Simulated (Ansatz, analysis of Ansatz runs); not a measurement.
# Migration in Li6MgBr8 (Fm-3m): V_Li hop (3.8 Å), charge −1, part 2 of 3

Wanted: path and barrier of a jump of Li in Li6MgBr8 (Fm-3m) at charge −1. The case: V_Li hop (3.8 Å), in a cell of 60 host atoms with 1 Li taken out.

Ansatz 0.2.0; plane-wave PAW DFT, PBEsol; nudged elastic band between two relaxed defect structures at fixed charge in a uniform background.

So far: Starting point; Relaxation of the start point, charge −1; Relaxation of the end point, charge −1.

## (4) Nudged elastic band, charge −1

5 movable images are laid between the ends on a pair-potential path, which keeps atoms from colliding in the first guess. Each image feels the true force across the path and a spring force along it. The highest image is set to climb to the top of the path.

This step: plane-wave PAW DFT, PBEsol; nudged elastic band between two relaxed defect structures at fixed charge in a uniform background.

Input file qm1.neb/input.yaml:

```yaml
crystal:
  lattice:
    - [10.84714591, 0.0, 0.0]
    - [0.0, 10.84714591, 0.0]
    - [0.0, 0.0, 10.84714591]
  atoms:
    - { symbol: Li, position: [0.24974058, -6.664e-05, 0.24995505] }
    - { symbol: Li, position: [0.74971633, -8.49e-06, 0.7498751] }
    - { symbol: Li, position: [0.74975077, 0.49988411, 0.24994077] }
    - { symbol: Li, position: [0.00148513, 0.25103574, 0.25037901] }
    - { symbol: Li, position: [0.00562468, 0.74360309, 0.75052798] }
    - { symbol: Li, position: [0.49386146, 0.25644176, 0.74922232] }
    - { symbol: Li, position: [0.49812752, 0.74874115, 0.24946281] }
    - { symbol: Li, position: [0.0057812, 0.25640448, 0.7505425] }
    - { symbol: Li, position: [0.00143714, 0.74876745, 0.25040845] }
    - { symbol: Li, position: [0.49815357, 0.25103804, 0.24936571] }
    - { symbol: Li, position: [0.49374026, 0.74365633, 0.74933072] }
    - { symbol: Li, position: [0.24971671, -4.029e-05, 0.74995479] }
    - { symbol: Li, position: [0.24973355, 0.499947, 0.24988622] }
    - { symbol: Li, position: [0.74973781, -8.616e-05, 0.24986065] }
    - { symbol: Li, position: [0.74974547, 0.50001391, 0.74990907] }
    - { symbol: Li, position: [0.24922134, 0.2562958, -0.00608522] }
    - { symbol: Li, position: [0.25043739, 0.7434881, 0.50588863] }
    - { symbol: Li, position: [0.75031947, 0.25105729, 0.50152291] }
    - { symbol: Li, position: [0.74931675, 0.7487554, -0.00177923] }
    - { symbol: Li, position: [0.25046746, 0.25629809, 0.50580143] }
    - { symbol: Li, position: [0.24915999, 0.74353234, -0.00603603] }
    - { symbol: Li, position: [0.74934361, 0.2510562, -0.00182296] }
    - { symbol: Li, position: [0.75028623, 0.74878089, 0.50152036] }
    - { symbol: Mg, position: [0.00025061, -6.869e-05, -0.00058292] }
    - { symbol: Mg, position: [0.0020805, 0.49993005, 0.50220752] }
    - { symbol: Mg, position: [0.49928611, -7.659e-05, 0.50040261] }
    - { symbol: Mg, position: [0.49745149, 0.49994502, -0.00239917] }
    - { symbol: Br, position: [0.24978341, 0.24771114, 0.24989877] }
    - { symbol: Br, position: [0.24972281, 0.75909676, 0.74993043] }
    - { symbol: Br, position: [0.74975172, 0.24773001, 0.74988101] }
    - { symbol: Br, position: [0.74975391, 0.75105153, 0.24991385] }
    - { symbol: Br, position: [0.24979236, 0.2408048, 0.74988621] }
    - { symbol: Br, position: [0.24976701, 0.75216555, 0.24990283] }
    - { symbol: Br, position: [0.74978147, 0.24878754, 0.24989813] }
    - { symbol: Br, position: [0.74976857, 0.75218816, 0.74990217] }
    - { symbol: Br, position: [-0.00121285, 0.24485898, 0.00087485] }
    - { symbol: Br, position: [-0.00094257, 0.74549835, 0.49916576] }
    - { symbol: Br, position: [0.50077652, 0.24484198, 0.49890657] }
    - { symbol: Br, position: [0.50050975, 0.74550704, 0.00065996] }
    - { symbol: Br, position: [0.25609479, -6.215e-05, 0.49723786] }
    - { symbol: Br, position: [0.25643705, 0.49993189, 0.00791016] }
    - { symbol: Br, position: [0.75499762, -6.453e-05, 0.00114161] }
    - { symbol: Br, position: [0.75490541, 0.49992393, 0.49699636] }
    - { symbol: Br, position: [0.24343443, -4.422e-05, 0.00260044] }
    - { symbol: Br, position: [0.24309258, 0.49992223, 0.49186881] }
    - { symbol: Br, position: [0.74452831, -8.237e-05, 0.49867734] }
    - { symbol: Br, position: [0.74463128, 0.49992386, 0.00283474] }
    - { symbol: Br, position: [-0.00290942, -4.539e-05, 0.75622778] }
    - { symbol: Br, position: [-0.00316289, 0.49992337, 0.25505005] }
    - { symbol: Br, position: [0.50100633, -7.64e-05, 0.25515325] }
    - { symbol: Br, position: [0.5077642, 0.4999948, 0.75659443] }
    - { symbol: Br, position: [-0.00147991, -6.757e-05, 0.24467232] }
    - { symbol: Br, position: [-0.00826415, 0.49995943, 0.74322639] }
    - { symbol: Br, position: [0.50243029, -6.621e-05, 0.74358128] }
    - { symbol: Br, position: [0.50267318, 0.49991543, 0.24478532] }
    - { symbol: Br, position: [-0.00094147, 0.25436667, 0.49917932] }
    - { symbol: Br, position: [-0.00122773, 0.75502077, 0.00091412] }
    - { symbol: Br, position: [0.5005169, 0.25437503, 0.00061344] }
    - { symbol: Br, position: [0.50074644, 0.75500293, 0.49894] }
total_charge: -1
basis:
  ecutwfc: 420
  xc_grid: 2
hamiltonian:
  xc: pbesol
kpoints:
  mp_grid: { grid: [1, 1, 1] }
scf:
  occupations: { method: fixed }
  max_iter: 100
output:
  forces: true
neb:
  images: 5
  f_tol: 0.05
  climbing: true
  initial_path: idpp
  max_iterations: 45
  order_check: false
  final_atoms:
    - { symbol: Li, position: [0.25115176, 0.00132434, 0.25045665] }
    - { symbol: Li, position: [0.74363448, 0.00563317, 0.7505348] }
[... 3 atom lines left out ...]
    - { symbol: Li, position: [0.25628642, 0.49384044, 0.74929579] }
[... 1 atom line left out ...]
    - { symbol: Li, position: [3.666e-05, 0.24969931, 0.74992561] }
[... 2 atom lines left out ...]
    - { symbol: Li, position: [0.49999734, 0.7496103, 0.74992699] }
[... 4 atom lines left out ...]
    - { symbol: Li, position: [0.25651467, 0.2489729, -0.00606524] }
[... 3 atom lines left out ...]
    - { symbol: Li, position: [0.2564996, 0.25032769, 0.50587959] }
[... 6 atom lines left out ...]
    - { symbol: Mg, position: [0.50003266, 0.49732159, -0.00238803] }
[... 4 atom lines left out ...]
    - { symbol: Br, position: [0.24087295, 0.24970805, 0.74993575] }
[... 5 atom lines left out ...]
    - { symbol: Br, position: [0.50010384, 0.24292749, 0.49191841] }
[... 2 atom lines left out ...]
    - { symbol: Br, position: [0.25448654, 0.5003635, 0.00066632] }
[... 3 atom lines left out ...]
    - { symbol: Br, position: [0.24495833, 0.50064055, 0.49893862] }
[... 5 atom lines left out ...]
    - { symbol: Br, position: [0.50001526, 0.50762177, 0.75661859] }
[... 6 atom lines left out ...]
    - { symbol: Br, position: [0.50009526, 0.25631786, 0.00792346] }
    - { symbol: Br, position: [0.50006355, 0.7547674, 0.49697797] }
```

On the command line:

```
> ansatz run input.yaml --threads 4 --pin off --max-ram 7536MiB --backend cpu --events-out ev --progress --plain --runs-dir out
```

Numbers of over 12 decimals in the logs are rounded to 6 here.

What it wrote:

```text
[...]
Warning: neb: disabling space-group detection — the band's intermediate images generally break the endpoint symmetry, so no spatial operation reduces the k-mesh or symmetrises the density, except that a semilocal band can use its path's symmetry ahead of [...]
[...]
parallel-image band execution: 4 concurrent image workers
NEB image 0
Crystal: 59 atoms, lattice volume = 1276.281 Å³
Basis set: ecut = 420 eV, 24885 PW (Γ), exchange–correlation on 150×150×150 points (8 copies of the dense FFT grid, shifted against one another)
Bands: 226, of which v1, the nominal top of the filled ones, is band 167 counted from 1 (166 counted from 0)
Symmetry: 1 space group operations
k-points: 1
[...]
SCF iter   1: F=—  HF=-99970.203038 eV  |F-HF|=—  |Δ(HF+E_count)|=         —  Δρ=3.85e-3  dr2=1.77e-1  ethr=1.77e-3  ⟨swp⟩=5.0  Hψ=803  notcnv=0  defer=53
[...]
SCF iter   7: F=-99970.124616 eV  HF=-99970.124615 eV  |F-HF|=4.69e-8  |Δ(HF+E_count)|=   4.98e-7  Δρ=9.00e-7  dr2=2.59e-8  ethr=2.99e-11  ⟨swp⟩=5.0  Hψ=667  notcnv=0
SCF 1 converged in 7 iterations: F = -99970.124616 eV  dr2 = 2.59e-8
[...]
NSCF: frozen V_eff on 1 k-points
NEB image 6
SCF iter   1: F=—  HF=-99970.203085 eV  |F-HF|=—  |Δ(HF+E_count)|=         —  Δρ=3.85e-3  dr2=1.77e-1  ethr=1.77e-3  ⟨swp⟩=6.0  Hψ=836  notcnv=0  defer=53
[...]
SCF iter   7: F=-99970.124616 eV  HF=-99970.124616 eV  |F-HF|=4.65e-8  |Δ(HF+E_count)|=   5.05e-7  Δρ=8.99e-7  dr2=2.58e-8  ethr=2.99e-11  ⟨swp⟩=5.0  Hψ=667  notcnv=0
SCF 2 converged in 7 iterations: F = -99970.124616 eV  dr2 = 2.58e-8
[...]
NEB end point (image 0): max|allowed force component| = 1.750e-3 eV/Å (the criterion of neb.relax_end_points is 1.000e-2)
NEB end point (image 6): max|allowed force component| = 1.535e-3 eV/Å (the criterion of neb.relax_end_points is 1.000e-2)
NEB image 1
SCF iter   1: F=—  HF=-99970.029201 eV  |F-HF|=—  |Δ(HF+E_count)|=         —  Δρ=3.85e-3  dr2=1.78e-1  ethr=1.77e-3  ⟨swp⟩=6.0  Hψ=836  notcnv=0  defer=53
[...]
SCF iter   7: F=-99969.950196 eV  HF=-99969.950196 eV  |F-HF|=4.74e-8  |Δ(HF+E_count)|=   5.34e-7  Δρ=9.12e-7  dr2=2.67e-8  ethr=2.99e-11  ⟨swp⟩=5.0  Hψ=688  notcnv=0
SCF 3 converged in 7 iterations: F = -99969.950196 eV  dr2 = 2.67e-8
NEB image 2
SCF iter   1: F=—  HF=-99969.766315 eV  |F-HF|=—  |Δ(HF+E_count)|=         —  Δρ=3.86e-3  dr2=1.80e-1  ethr=1.77e-3  ⟨swp⟩=6.0  Hψ=836  notcnv=0  defer=56
[...]
SCF iter   7: F=-99969.685857 eV  HF=-99969.685857 eV  |F-HF|=5.11e-8  |Δ(HF+E_count)|=   6.09e-7  Δρ=1.02e-6  dr2=3.28e-8  ethr=2.99e-11  ⟨swp⟩=5.0  Hψ=692  notcnv=0
SCF 4 converged in 7 iterations: F = -99969.685857 eV  dr2 = 3.28e-8
NEB image 3
SCF iter   1: F=—  HF=-99969.629998 eV  |F-HF|=—  |Δ(HF+E_count)|=         —  Δρ=3.86e-3  dr2=1.83e-1  ethr=1.77e-3  ⟨swp⟩=7.0  Hψ=838  notcnv=0  defer=55
[...]
SCF iter   7: F=-99969.549000 eV  HF=-99969.549000 eV  |F-HF|=4.93e-8  |Δ(HF+E_count)|=   6.67e-7  Δρ=1.11e-6  dr2=3.78e-8  ethr=2.99e-11  ⟨swp⟩=5.0  Hψ=693  notcnv=0
SCF 5 converged in 7 iterations: F = -99969.549000 eV  dr2 = 3.78e-8
NEB image 4
SCF iter   1: F=—  HF=-99969.766994 eV  |F-HF|=—  |Δ(HF+E_count)|=         —  Δρ=3.86e-3  dr2=1.80e-1  ethr=1.77e-3  ⟨swp⟩=6.0  Hψ=836  notcnv=0  defer=56
[...]
SCF iter   7: F=-99969.686555 eV  HF=-99969.686555 eV  |F-HF|=5.29e-8  |Δ(HF+E_count)|=   6.18e-7  Δρ=1.03e-6  dr2=3.33e-8  ethr=2.99e-11  ⟨swp⟩=5.0  Hψ=692  notcnv=0
SCF 6 converged in 7 iterations: F = -99969.686555 eV  dr2 = 3.33e-8
NEB image 5
SCF iter   1: F=—  HF=-99970.029882 eV  |F-HF|=—  |Δ(HF+E_count)|=         —  Δρ=3.85e-3  dr2=1.78e-1  ethr=1.77e-3  ⟨swp⟩=6.0  Hψ=836  notcnv=0  defer=53
[...]
SCF iter   7: F=-99969.950872 eV  HF=-99969.950872 eV  |F-HF|=4.98e-8  |Δ(HF+E_count)|=   5.44e-7  Δρ=9.29e-7  dr2=2.75e-8  ethr=2.99e-11  ⟨swp⟩=5.0  Hψ=688  notcnv=0
SCF 7 converged in 7 iterations: F = -99969.950872 eV  dr2 = 2.75e-8
NEB iter   1: max|band force component| = 4.410e-1 eV/Å  barrier→ = 0.5756 eV  barrier← = 0.5756 eV  CI = image 3  Δτ_max = 0.2000 Å  (49 SCF iters)
NEB image 1
[...]
iter 1 solved again at ethr=3.79e-5 eV; its pass at ethr=3.10e-3 eV (dr2=1.27e-1 eV) is discarded
[...]
SCF iter   7: F=-99969.988551 eV  HF=-99969.988551 eV  |F-HF|=5.38e-10  |Δ(HF+E_count)|=   7.28e-8  Δρ=5.54e-7  dr2=6.92e-9  ethr=2.99e-11  ⟨swp⟩=4.0  Hψ=664  notcnv=0
SCF 8 converged in 7 iterations: F = -99969.988551 eV  dr2 = 6.92e-9
NEB image 2
[...]
SCF iter   7: F=-99969.800298 eV  HF=-99969.800298 eV  |F-HF|=9.17e-10  |Δ(HF+E_count)|=   1.34e-7  Δρ=6.89e-7  dr2=1.18e-8  ethr=2.99e-11  ⟨swp⟩=4.0  Hψ=693  notcnv=0
SCF 9 converged in 7 iterations: F = -99969.800298 eV  dr2 = 1.18e-8
NEB image 3
[...]
SCF iter   7: F=-99969.735724 eV  HF=-99969.735724 eV  |F-HF|=2.08e-9  |Δ(HF+E_count)|=   1.23e-7  Δρ=6.87e-7  dr2=1.07e-8  ethr=2.99e-11  ⟨swp⟩=4.0  Hψ=693  notcnv=0
SCF 10 converged in 7 iterations: F = -99969.735724 eV  dr2 = 1.07e-8
NEB image 4
[...]
SCF iter   7: F=-99969.801086 eV  HF=-99969.801086 eV  |F-HF|=2.37e-9  |Δ(HF+E_count)|=   1.57e-7  Δρ=7.22e-7  dr2=1.21e-8  ethr=2.99e-11  ⟨swp⟩=4.0  Hψ=694  notcnv=0
SCF 11 converged in 7 iterations: F = -99969.801086 eV  dr2 = 1.21e-8
NEB image 5
[...]
SCF iter   7: F=-99969.989389 eV  HF=-99969.989389 eV  |F-HF|=4.80e-10  |Δ(HF+E_count)|=   7.28e-8  Δρ=5.54e-7  dr2=6.89e-9  ethr=2.99e-11  ⟨swp⟩=4.0  Hψ=664  notcnv=0
SCF 12 converged in 7 iterations: F = -99969.989389 eV  dr2 = 6.89e-9
NEB iter   2: max|band force component| = 3.135e-1 eV/Å  barrier→ = 0.3889 eV  barrier← = 0.3889 eV  CI = image 3  Δτ_max = 0.1997 Å  (35 SCF iters)
NEB image 1
[...]
SCF iter   6: F=-99970.023975 eV  HF=-99970.023975 eV  |F-HF|=2.79e-8  |Δ(HF+E_count)|=   4.59e-7  Δρ=1.77e-6  dr2=4.74e-8  ethr=2.99e-11  ⟨swp⟩=5.0  Hψ=717  notcnv=0
SCF 13 converged in 6 iterations: F = -99970.023975 eV  dr2 = 4.74e-8
NEB image 2
[...]
SCF iter   6: F=-99969.859100 eV  HF=-99969.859100 eV  |F-HF|=4.16e-8  |Δ(HF+E_count)|=   5.26e-7  Δρ=2.03e-6  dr2=7.03e-8  ethr=2.99e-11  ⟨swp⟩=5.0  Hψ=793  notcnv=0
SCF 14 converged in 6 iterations: F = -99969.859100 eV  dr2 = 7.03e-8
NEB image 3
[...]
SCF iter   5: F=-99970.016479 eV  HF=-99970.016479 eV  |F-HF|=1.50e-8  |Δ(HF+E_count)|=   4.02e-7  Δρ=1.40e-6  dr2=2.44e-8  ethr=2.99e-11  ⟨swp⟩=4.0  Hψ=698  notcnv=0
SCF 33 converged in 5 iterations: F = -99970.016479 eV  dr2 = 2.44e-8
NEB image 2
[...]
SCF iter   5: F=-99969.886026 eV  HF=-99969.886026 eV  |F-HF|=1.18e-8  |Δ(HF+E_count)|=   4.64e-7  Δρ=1.51e-6  dr2=3.40e-8  ethr=2.99e-11  ⟨swp⟩=5.0  Hψ=698  notcnv=0
SCF 34 converged in 5 iterations: F = -99969.886026 eV  dr2 = 3.40e-8
NEB image 3
[...]
SCF iter   6: F=-99969.938281 eV  HF=-99969.938281 eV  |F-HF|=3.65e-9  |Δ(HF+E_count)|=   3.03e-8  Δρ=6.19e-7  dr2=6.02e-9  ethr=2.99e-11  ⟨swp⟩=4.0  Hψ=660  notcnv=0
SCF 35 converged in 6 iterations: F = -99969.938281 eV  dr2 = 6.02e-9
NEB image 4
[...]
SCF iter   5: F=-99969.885540 eV  HF=-99969.885540 eV  |F-HF|=1.01e-8  |Δ(HF+E_count)|=   4.76e-7  Δρ=1.49e-6  dr2=3.29e-8  ethr=2.99e-11  ⟨swp⟩=5.0  Hψ=749  notcnv=0
SCF 36 converged in 5 iterations: F = -99969.885540 eV  dr2 = 3.29e-8
NEB image 5
[...]
SCF iter   5: F=-99970.012864 eV  HF=-99970.012864 eV  |F-HF|=5.65e-9  |Δ(HF+E_count)|=   4.48e-7  Δρ=1.35e-6  dr2=2.69e-8  ethr=2.99e-11  ⟨swp⟩=5.0  Hψ=725  notcnv=0
SCF 37 converged in 5 iterations: F = -99970.012864 eV  dr2 = 2.69e-8
NEB image 1
[...]
NEB image 2
[...]
NEB image 3
[...]
NEB image 5
[...]
NEB image 4
[...]
the band table was solved once a step of the walk had ended and its energy, with any forces and stress, was formed, with the checks that follow a solve (1289 applications of the Hamiltonian). They found nothing against the state; [...]
NEB iter   7: max|band force component| = 2.975e-2 eV/Å  barrier→ = 0.2391 eV  barrier← = 0.2391 eV  CI = image 4  Δτ_max = 0.0000 Å  (26 SCF iters)
SCF converged after 5 iterations
Free energy (F): -99969.885540 eV
[...]
Internal energy: -99969.885540 eV  (E = F + TS)
E sigma→0 (E₀):  -99969.885540 eV
Fermi energy:    2.370074 eV
[...]
--- Forces (eV/Å), atoms counted from 1 ---
  atom   1  Li     0.00064469     0.00233778     0.00097611
  atom   2  Li     0.00040721     0.00129527     0.00094571
  [... 3 atoms left out ...]
  atom   6  Li    -0.01199776     0.01825440    -0.00711840
  [... 9 atoms left out ...]
  atom  16  Li     0.00366138     0.00123853    -0.00367819
  [... 3 atoms left out ...]
  atom  20  Li     0.00472589    -0.00158936     0.00072091
  [... 6 atoms left out ...]
  atom  27  Mg    -0.00389275    -0.00703371    -0.00360904
  [... 4 atoms left out ...]
  atom  32  Br    -0.00090422    -0.00909284     0.00263375
  [... 5 atoms left out ...]
  atom  38  Br    -0.00864569     0.01353705    -0.00391705
  [... 2 atoms left out ...]
  atom  41  Br    -0.00006374     0.00123288    -0.00178541
  [... 3 atoms left out ...]
  atom  45  Br     0.00648908    -0.00418081    -0.00486692
  [... 5 atoms left out ...]
  atom  51  Br     0.00305090    -0.01133371     0.00754106
  [... 6 atoms left out ...]
  atom  58  Br    -0.00218920     0.00548329     0.00126185
  [... 1 atom left out ...]
  max |Σ_I F_I| component: 8.51e-5 eV/Å
--- Band table (eV) ---
[...]
this run last wrote the band of iteration 7 to <dir>
--- NEB band (7 images, 7 band iterations, 224 SCF iterations) ---
  forward barrier  = 0.239076 eV
  backward barrier = 0.239076 eV
  climbing image's point = of an order that was not read
  energies are F+E_penalty+E_count in eV, relative to image 0
  image     s (Å)  Δ vs image 0  max|band force component| (eV/Å)
      0    0.0000      0.000000                                 —
      1    0.7545      0.108136                          1.024e-2
      2    1.5090      0.238590                          2.465e-2
      3    2.2636      0.186335                          2.975e-2
  *   4    3.0183      0.239076                          2.130e-2
      5    3.7901      0.111751                          8.546e-3
      6    4.5620     -0.000000                                 —
  climbing-image geometry (image 4):
  cell:  # Å, volume = 1276.2814 Å³
    - [10.84714591, 0.0, 0.0]
    - [0.0, 10.84714591, 0.0]
    - [0.0, 0.0, 10.84714591]
  atoms:
    - { symbol: Li, position: [0.250951, -0.002728, 0.247898] }
    - { symbol: Li, position: [0.746213, 0.004634, 0.752378] }
    - { symbol: Li, position: [0.750539, 0.499497, 0.251953] }
    - { symbol: Li, position: [-0.003106, 0.250287, 0.249125] }
    - { symbol: Li, position: [0.004257, 0.746836, 0.751994] }
    - { symbol: Li, position: [0.340774, 0.420472, 0.683544] }
    - { symbol: Li, position: [0.499814, 0.751556, 0.252667] }
    - { symbol: Li, position: [-0.004561, 0.252412, 0.752001] }
    - { symbol: Li, position: [0.000626, 0.749670, 0.251365] }
    - { symbol: Li, position: [0.498438, 0.251618, 0.250233] }
    - { symbol: Li, position: [0.499117, 0.757660, 0.753548] }
    - { symbol: Li, position: [0.255397, -0.006954, 0.752058] }
    - { symbol: Li, position: [0.251327, 0.497910, 0.239825] }
    - { symbol: Li, position: [0.749115, 0.001481, 0.252111] }
    - { symbol: Li, position: [0.760327, 0.495395, 0.753039] }
    - { symbol: Li, position: [0.254645, 0.251048, -0.005918] }
    - { symbol: Li, position: [0.251246, 0.747571, 0.505190] }
    - { symbol: Li, position: [0.739363, 0.252326, 0.508052] }
    - { symbol: Li, position: [0.750071, 0.749941, -2.5671136264636065e-5] }
    - { symbol: Li, position: [0.240123, 0.234888, 0.491786] }
    - { symbol: Li, position: [0.250644, 0.743662, -0.004820] }
    - { symbol: Li, position: [0.742744, 0.249517, -0.004311] }
    - { symbol: Li, position: [0.749238, 0.751405, 0.504301] }
    - { symbol: Mg, position: [0.000258, -0.000151, 0.000362] }
    - { symbol: Mg, position: [-0.001948, 0.498872, 0.503220] }
    - { symbol: Mg, position: [0.498333, 0.003436, 0.505077] }
    - { symbol: Mg, position: [0.501552, 0.499391, 0.004505] }
    - { symbol: Br, position: [0.246788, 0.247774, 0.248429] }
    - { symbol: Br, position: [0.250392, 0.752973, 0.750059] }
    - { symbol: Br, position: [0.756787, 0.249395, 0.751428] }
    - { symbol: Br, position: [0.751246, 0.751243, 0.252946] }
    - { symbol: Br, position: [0.236315, 0.236062, 0.748282] }
    - { symbol: Br, position: [0.249493, 0.748730, 0.250620] }
    - { symbol: Br, position: [0.749592, 0.249852, 0.252768] }
    - { symbol: Br, position: [0.754957, 0.753728, 0.751464] }
    - { symbol: Br, position: [-0.000799, 0.243750, 0.003402] }
    - { symbol: Br, position: [0.000714, 0.743656, 0.499875] }
    - { symbol: Br, position: [0.491992, 0.246855, 0.497974] }
    - { symbol: Br, position: [0.501356, 0.746242, 0.006665] }
    - { symbol: Br, position: [0.253177, -0.004499, 0.497327] }
    - { symbol: Br, position: [0.258975, 0.498751, 0.000518] }
    - { symbol: Br, position: [0.755166, -0.000643, 0.003452] }
    - { symbol: Br, position: [0.753670, 0.500967, 0.498942] }
    - { symbol: Br, position: [0.244669, -0.001811, 0.002491] }
    - { symbol: Br, position: [0.244073, 0.497984, 0.492302] }
    - { symbol: Br, position: [0.743368, 0.002047, 0.500549] }
    - { symbol: Br, position: [0.747689, 0.501124, 0.006640] }
    - { symbol: Br, position: [-0.001314, -0.003243, 0.757823] }
    - { symbol: Br, position: [0.000234, 0.500366, 0.257082] }
    - { symbol: Br, position: [0.499863, 8.539705480877121e-7, 0.258242] }
    - { symbol: Br, position: [0.520612, 0.517071, 0.762025] }
    - { symbol: Br, position: [-0.000389, -0.001161, 0.245944] }
    - { symbol: Br, position: [-0.002105, 0.500697, 0.743672] }
    - { symbol: Br, position: [0.500711, -0.004511, 0.745372] }
    - { symbol: Br, position: [0.500928, 0.502581, 0.249624] }
    - { symbol: Br, position: [-0.002908, 0.255034, 0.497359] }
    - { symbol: Br, position: [0.000361, 0.754380, 0.003011] }
    - { symbol: Br, position: [0.500205, 0.257850, 0.007648] }
    - { symbol: Br, position: [0.500101, 0.756202, 0.499398] }
```

Elapsed: 4.6 min, on 4 threads of Arm Neoverse V2, shared host; peak memory 3.7 GiB.

The path, image by image:

```tsv
image	path (Å)	energy (eV)	Li6: x, y, z (Å)
0	0.000	0.0000	5.357, 2.782, 8.127
1	0.754	0.1081	4.985, 3.220, 7.828
2	1.509	0.2386	4.575, 3.677, 7.441
3	2.264	0.1863	4.179, 4.155, 7.071
4	3.018	0.2391	3.696, 4.561, 7.415
5	3.790	0.1118	3.228, 4.983, 7.809
6	4.562	0.0000	2.780, 5.357, 8.128
```

Read from the output:

| Item | Value |
| --- | --- |
| free energy | -99969.8855 eV |
| barrier forward | 0.2391 eV |
| barrier backward | 0.2391 eV |
| end less start | -8.66e-8 eV |
| hop length | 3.643 Å |

Track of the atom that was set to move:

```tsv
image	x (Å)	y (Å)	z (Å)	nearest neighbour	distance (Å)
0	5.357	2.782	8.127	Br	2.647
1	4.985	3.22	7.828	Br	2.457
2	4.575	3.677	7.441	Br	2.373
3	4.179	4.155	7.071	Br	2.39
4	3.696	4.561	7.415	Br	2.372
5	3.228	4.983	7.809	Br	2.455
6	2.78	5.357	8.128	Br	2.649
```

The band met its tolerance of 0.05 eV/Å after 7 iterations, with image 4 on top (the start counts as 0). Li6, which moves farthest between the ends, has 6 Br at 2.65 to 2.78 Å nearest at the start and 3 Br at 2.37 to 2.47 Å at the top. The path has 2 maxima, and only the highest was climbed; it lies 0.05 eV above the dip at image 3.

(Part 2 of 3 ends here.)

[Logs are printed without paths, hosts, clocks, repeated set-up lines and the standing remarks that a program may print on its own settings, such as how far it seeks lower states.]

[Hosts, paths, dates, database ids (printed as entryN), source tags and the programs' standing remarks are cut or masked in the printed files.]
